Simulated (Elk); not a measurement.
# Fe: spin-resolved bands and density of states

Wanted: the exchange-split electronic structure of Fe.

Main program and level: Elk 11.2.3 (patched build); PBE; all-electron APW+lo, Dirac cores, scalar-relativistic bands.

The database entry behind the starting cell differs from later determinations by our own check (about 0.2 % short), so it need not match the best structure at ambient conditions.

### 1. The starting structure

Symmetry: Im-3m, No. 229, cubic system. Conventional cell: a = 2.860 Å, b = 2.860 Å, c = 2.860 Å, α = 90.00°, β = 90.00°, γ = 90.00°. Nearest to Fe lie 8 Fe at 2.48 Å.

### 2. The magnetic state

Bands and densities of states are read from a converged potential, so the magnetic state comes first.

This is the lowest of the starts that converged (ferro +).

Moments are seeded by fields in the spheres (the last three columns under atoms), set against the wanted direction and reduced each loop.

Input file elk.in:

```
tasks
  0
  33
  73

xctype
  20

rgkmax
  7.0

nempty
  12

swidth
  0.001837

reducebf
  0.5

epsengy
  1e-05

maxscl
  100

lmaxi
  3

spinpol
  .true.

sppath
  './'

avec
  -2.70276189248 2.70276189248 2.70276189248
  2.70276189248 -2.70276189248 2.70276189248
  2.70276189248 2.70276189248 -2.70276189248

atoms
  1
  'Fe.in'
  1
  0.0000000000 0.0000000000 0.0000000000   0.000000 0.000000 -0.140000

ngridk
  16 16 16

plot3d
  0 0 0
  1 0 0
  0 1 0
  0 0 1
  13 13 13
```

Launch:

```sh
> OMP_NUM_THREADS=2 elk
```

Numbers of over 12 decimals in the logs are rounded to 6 here.

The program printed:

```text
┌─────────────────────────┐
│ Elk code version 11.2.3 │
└─────────────────────────┘

All units are atomic (Hartree, Bohr, etc.)

┌─────────────────────────────────────────────────┐
│ Ground-state run starting from atomic densities │
└─────────────────────────────────────────────────┘

Lattice vectors :
  -2.702761892       2.702761892       2.702761892
   2.702761892      -2.702761892       2.702761892
   2.702761892       2.702761892      -2.702761892

Species : 1 (Fe)
 parameters loaded from : Fe.in
 name : iron
 nuclear charge    :   -26.00000000
 electronic charge :    26.00000000
 atomic mass :    101799.2075
 muffin-tin radius :    2.315660459
 number of radial points in muffin-tin :    993
 inner part over the whole radius :   0.9845393953E-02
 number on inner part of muffin-tin    :    699
 approximate nuclear radius :   0.7160107270E-04
 number of mesh points to nuclear radius :    332
 atomic positions (lattice), magnetic fields (Cartesian) :
  1 :   0.00000000  0.00000000  0.00000000    0.00000000  0.00000000 -0.14000000

Total number of atoms per unit cell :    1
Total muffin-tin volume :    52.01316115
 ratio of muffin-tin to unit cell volume :   0.6586123907

Spin treatment :
 spin-polarised
 global magnetic field (Cartesian) :    0.000000000       0.000000000       0.000000000
 collinear magnetisation in z-direction

Number of Bravais lattice symmetries :   48
Number of crystal symmetries         :   48
Crystal has inversion symmetry
Real symmetric eigensolver will be used

k-point grid :     16    16    16
k-point offset :    0.000000000       0.000000000       0.000000000
k-point set is reduced with full crystal symmetry group
Total number of k-points :      145

Muffin-tin radius times maximum |G+k| :    7.000000000
 using average radius
Maximum |G+k| for APW functions       :    3.022895681
Maximum (1/2)|G+k|²                   :    4.568949148
Maximum |G| for potential and density :    12.00000000
Constant for pseudocharge density :    7
 order of it for each species :   14
 order of it for pair densities of each species (exact exchange by exxq0 0: 14) :   10
Radial integration step length :    1

G-vector grid sizes :     18    18    18
Number of G-vectors :     2315

Maximum angular momentum used for
 APW functions            :    8
 outer part of muffin-tin :    6
 inner part of muffin-tin :    3

Number of empty states         :     12
Total number of valence states :     42
Total number of core states    :     10

Third-order local-orbitals added for an l without core states : T
Total number of local-orbitals :     23

Exchange-correlation functional :     20     0     0
 Perdew-Burke-Ernzerhof, Phys. Rev. Lett. 77, 3865 (1996)
 gradient requirement :    1
 generalised gradient approximation (GGA)

Smearing type :    3
 Fermi-Dirac
Smearing width :   0.1837000000E-02
Effective electronic temperature (K) :    580.0787206

Mixing type :    3
 Broyden mixing, J. Phys. A: Math. Gen. 17, L317 (1984)

Kohn-Sham potential initialised from atomic data

┌──────────────────────────────┐
│ Self-consistent loop started │
└──────────────────────────────┘

┌─────────────────┐
│ Loop number : 1 │
└─────────────────┘

Energies :
 Fermi                       :     0.212119
 sum of occupied eigenvalues :     -738.65501157798
 electron kinetic            :      1288.2500654446
 core electron kinetic       :      1149.7629853090
 Coulomb                     :     -2505.3865691049
 Coulomb potential           :     -1954.7882917328
 nuclear-nuclear             :     -227.55628411202
 electron-nuclear            :     -2609.9833273925
 Hartree                     :      332.15304239964
 Madelung                    :     -1527.9924232385
 xc potential                :     -71.991445640314
 xc effective B-field        :    -0.119276
 external B-field            :      0.000000
 exchange                    :     -54.583859099903
 correlation                 :     -1.208101
 electron entropic           :    -0.34308940643413E-03
 total energy                :     -1272.9288069768
 (external B-field energy excluded from total)

Density of states at Fermi energy :    30.96432997
 (states/Hartree/unit cell)

Estimated indirect band gap :   0.2976020855E-03
 from k-point 3 to k-point 2
Estimated direct band gap   :   0.3066803835E-02
 at k-point 44

Charges :
 core                        :    10.00000000
 valence                     :    16.00000000
 interstitial                :    1.127770522
 muffin-tins (core leakage)
  species : 1 (Fe)
   atom 1                    :    24.87222948     ( -0.2237493231E-06)
 total in muffin-tins        :    24.87222948
 total calculated charge     :    26.00010652
 total charge                :    26.00000000
 error                       :   0.1065213952E-03

Moments :
 interstitial                :  -0.2874269813E-01
 muffin-tins
  species : 1 (Fe)
   atom 1                    :    2.395131133
 total in muffin-tins        :    2.395131133
 total moment                :    2.366388435

[... earlier loops left out ...]

┌──────────────────┐
│ Loop number : 18 │
└──────────────────┘

Energies :
 Fermi                       :     0.309619
 sum of occupied eigenvalues :     -736.45155792542
 electron kinetic            :      1290.0473169774
 core electron kinetic       :      1149.7547295121
 Coulomb                     :     -2506.9030309171
 Coulomb potential           :     -1953.8811720991
 nuclear-nuclear             :     -227.55628411202
 electron-nuclear            :     -2613.9513292785
 Hartree                     :      334.60458247343
 Madelung                    :     -1529.9624448676
 xc potential                :     -72.504593461631
 xc effective B-field        :    -0.113109
 external B-field            :      0.000000
 exchange                    :     -54.735805753858
 correlation                 :     -1.207975
 electron entropic           :    -0.30963255015023E-03
 total energy                :     -1272.7998039318
 (external B-field energy excluded from total)

Density of states at Fermi energy :    27.71536078
 (states/Hartree/unit cell)

Estimated indirect band gap :   0.5179721276E-03
 from k-point 19 to k-point 37
Estimated direct band gap   :   0.5316801324E-02
 at k-point 144

Charges :
 core                        :    10.00000000
 valence                     :    16.00000000
 interstitial                :    1.059264735
 muffin-tins (core leakage)
  species : 1 (Fe)
   atom 1                    :    24.94073527     ( -0.2237494119E-06)
 total in muffin-tins        :    24.94073527
 total calculated charge     :    26.00010461
 total charge                :    26.00000000
 error                       :   0.1046078986E-03

Moments :
 interstitial                :  -0.4491810260E-01
 muffin-tins
  species : 1 (Fe)
   atom 1                    :    2.292147123
 total in muffin-tins        :    2.292147123
 total moment                :    2.247229020

┌──────────────────────────────┐
│ Self-consistent loop stopped │
└──────────────────────────────┘

Wrote STATE.OUT
```

Elapsed: 2 min, on 2 threads of Intel Xeon Platinum 8488C (Sapphire Rapids), shared host; peak memory 0.09 GiB.

Numbers from this step:

| Property | Result |
| --- | --- |
| density of states at the Fermi level | 1.019 states/eV/cell |
| moment between the spheres | -0.04492 μB |
| magnetization | 2.247 μB |
| final state | ferromagnetic |
| largest moment | 2.292 μB |

### 3. Bands and density of states

The potential is kept. Point names follow a standard table for this cell's lattice and can differ from other conventions. The density of states is interpolated from the levels on the mesh (so its value at the Fermi level can differ from the smeared one of the ground-state run), and the bands are solved anew along a path of special points.

Input file elk.in:

```
tasks
  10
  20
  15

xctype
  20

rgkmax
  7.0

nempty
  12

swidth
  0.001837

reducebf
  0.5

epsengy
  1e-05

maxscl
  100

lmaxi
  3

spinpol
  .true.

sppath
  './'

avec
  -2.70276189248 2.70276189248 2.70276189248
  2.70276189248 -2.70276189248 2.70276189248
  2.70276189248 2.70276189248 -2.70276189248

atoms
  1
  'Fe.in'
  1
  0.0000000000 0.0000000000 0.0000000000   0.000000 0.000000 -0.000140

ngridk
  16 16 16

wplot
  300 60 1
  -0.35000 0.25000

plot1d
  7 84
  0.00000000 0.00000000 0.00000000
  0.50000000 -0.50000000 0.50000000
  0.00000000 0.00000000 0.50000000
  0.00000000 0.00000000 0.00000000
  0.25000000 0.25000000 0.25000000
  0.50000000 -0.50000000 0.50000000
  0.25000000 0.25000000 0.25000000
```

Launch:

```sh
> OMP_NUM_THREADS=2 elk
```

The program printed:

```text
┌─────────────────────────────────┐
│ Elk code version 11.2.3 started │
└─────────────────────────────────┘

Info(readinput): the functional depends on the density's gradient
 muffin-tin radial points multiplied by    2.00000
 (not where nrmtscf is given)

┌───────────────────┐
│ Current task : 10 │
└───────────────────┘
Info(checkmt): changed muffin-tin radius of species 1 (Fe) from   2.4000 to   2.3157

Info(writedos):
 Total density of states written to TDOS.OUT

 Partial density of states written to PDOS_Sss_Aaaaa.OUT
 for all species and atoms

 Spin-quantisation axis :    0.000000000       0.000000000       1.000000000

 Eigenvalues of a random matrix symmetrised with the site
 symmetries in the Yₗₘ basis written to ELMIREP.OUT for all
 species and atoms. Degenerate eigenvalues correspond to
 irreducible representations of each site symmetry group

 Interstitial density of states written to IDOS.OUT

 Fermi energy is at zero in plots

 DOS units are states/Hartree/unit cell

┌───────────────────┐
│ Current task : 20 │
└───────────────────┘

Info(bandstr):
 Band structure plot written to BAND.OUT

 Fermi energy is at zero in plot

 Vertex location lines written to BANDLINES.OUT

┌───────────────────┐
│ Current task : 15 │
└───────────────────┘

Info(writelsj):
 muffin-tin L, S and J expectation values written to LSJ.OUT

┌──────────────────┐
│ Elk code stopped │
└──────────────────┘
```

The job ended after 97 s (2 threads; peak memory 0.11 GiB).

Electronic bands along the path, in eV, zero at the Fermi level; # counts the bands kept:

```
          point  up #3  up #4  up #5  up #6  down #2  down #3  down #4  down #5
              Γ  -2.26  -2.25  -1.08  -1.08    -0.28    -0.28    -0.28     1.70
        halfway  -1.82  -1.82  -1.11   0.15    -0.66     0.09     0.09     0.99
              H   0.08   0.08   0.08   9.63    -2.86     2.33     2.33     2.33
        halfway  -1.89  -1.30   0.21   4.92    -1.86     0.02     0.77     2.48
              N  -1.02  -0.88   0.35   0.39    -1.53     0.57     1.56     1.97
        halfway  -2.40  -1.23  -1.06  -1.00    -0.92    -0.60     1.03     1.37
              Γ  -2.26  -2.25  -1.08  -1.08    -0.28    -0.28    -0.28     1.70
        halfway  -3.00  -1.05  -1.05   0.02    -1.20    -1.20     1.68     1.68
              P  -3.18  -0.87  -0.87   8.36    -1.73    -1.73     1.99     1.99
        halfway  -3.00  -0.58  -0.58   6.83    -1.74    -1.32     1.69     1.69
              H   0.08   0.08   0.08   9.63    -2.86     2.33     2.33     2.33
0.47 of the way  -2.78  -0.51  -0.51   6.96    -1.83    -1.08     1.72     1.72
              P  -3.18  -0.87  -0.87   8.36    -1.73    -1.73     1.99     1.99
```

The density of states has structure finer than the step of the table below, so its rows give means over 0.5 eV, whole bins alone (the curve runs from -9.52 to 6.75 eV). Peaks (eV: height): up -4.14: 1.08, -3.21: 1.88, -2.50: 1.69, -0.93: 2.65; down -2.45: 0.679, -0.76: 1.41, 1.47: 1.54, 1.96: 2.96; Fe1 d up -4.08: 0.762, -3.21: 1.62, -2.50: 1.40, -0.93: 2.56; Fe1 d down -1.47: 1.11, 1.47: 1.47, 1.96: 2.88.

The density of states by energy, zero at the Fermi level; means over each step; values in states/eV/cell:

```
energy (eV)       up     down  Fe1 d up  Fe1 d down
       -9.0        0        0         0           0
       -8.5  0.00133        0         0           0
       -8.0   0.0199  0.00879    3.4e-5           0
       -7.5   0.0348   0.0273    2.6e-4      6.2e-5
       -7.0   0.0468   0.0396    9.8e-4      3.2e-4
       -6.5   0.0613   0.0506   0.00270      8.9e-4
       -6.0   0.0798   0.0619   0.00689     0.00205
       -5.5    0.112   0.0760    0.0183     0.00432
       -5.0    0.224   0.0924    0.0820     0.00862
       -4.5    0.622    0.117     0.384      0.0174
       -4.0    0.822    0.163     0.590      0.0390
       -3.5    0.676    0.298     0.557       0.123
       -3.0     1.25    0.386      1.07       0.198
       -2.5     1.36    0.601      1.13       0.389
       -2.0    0.488    0.342     0.396       0.247
       -1.5    0.897     1.21     0.822       0.951
       -1.0     2.18     1.20      2.10       0.925
       -0.5    0.968    0.974     0.902       0.771
        0.0    0.682    0.257     0.632       0.193
        0.5    0.169    0.322     0.123       0.292
        1.0    0.161    0.832    0.0980       0.774
        1.5    0.152     1.33    0.0825        1.27
        2.0    0.141     1.84    0.0692        1.78
        2.5    0.135    0.461    0.0609       0.422
        3.0    0.130    0.225    0.0544       0.178
        3.5    0.116    0.194    0.0453       0.137
        4.0    0.106    0.169    0.0389       0.108
        4.5   0.0920    0.151    0.0317      0.0877
        5.0   0.0823    0.134    0.0270      0.0721
        5.5   0.0646    0.117    0.0197      0.0576
        6.0   0.0461   0.0989    0.0129      0.0450
```

### 4. Results

```
state          : ferromagnetic
largest moment : 2.29 μB
```

In words: Right at the Fermi level (the table gives means over its steps) the density of states is 0.84 states/eV a cell for spin up and 0.23 for spin down. Within the window shown, the centres of the Fe1 d states of the two spins lie 2.2 eV apart, a rough measure of the splitting of the spins. The state is the lowest of the starts that converged. These are Kohn–Sham levels without spin–orbit coupling.

[Logs and program files are shortened in this print: banners, set-up blocks, solver, clock and traceback lines can be left out without a mark of their own.]

[Logs are printed without paths, hosts, clocks, repeated set-up lines and the standing remarks that a program may print on its own settings, such as how far it seeks lower states.]

[Hosts, paths, dates, database ids (printed as entryN), source tags and the programs' standing remarks are cut or masked in the printed files.]

[Where a cell is said to come from a database of computed structures, the database is the Materials Project.]
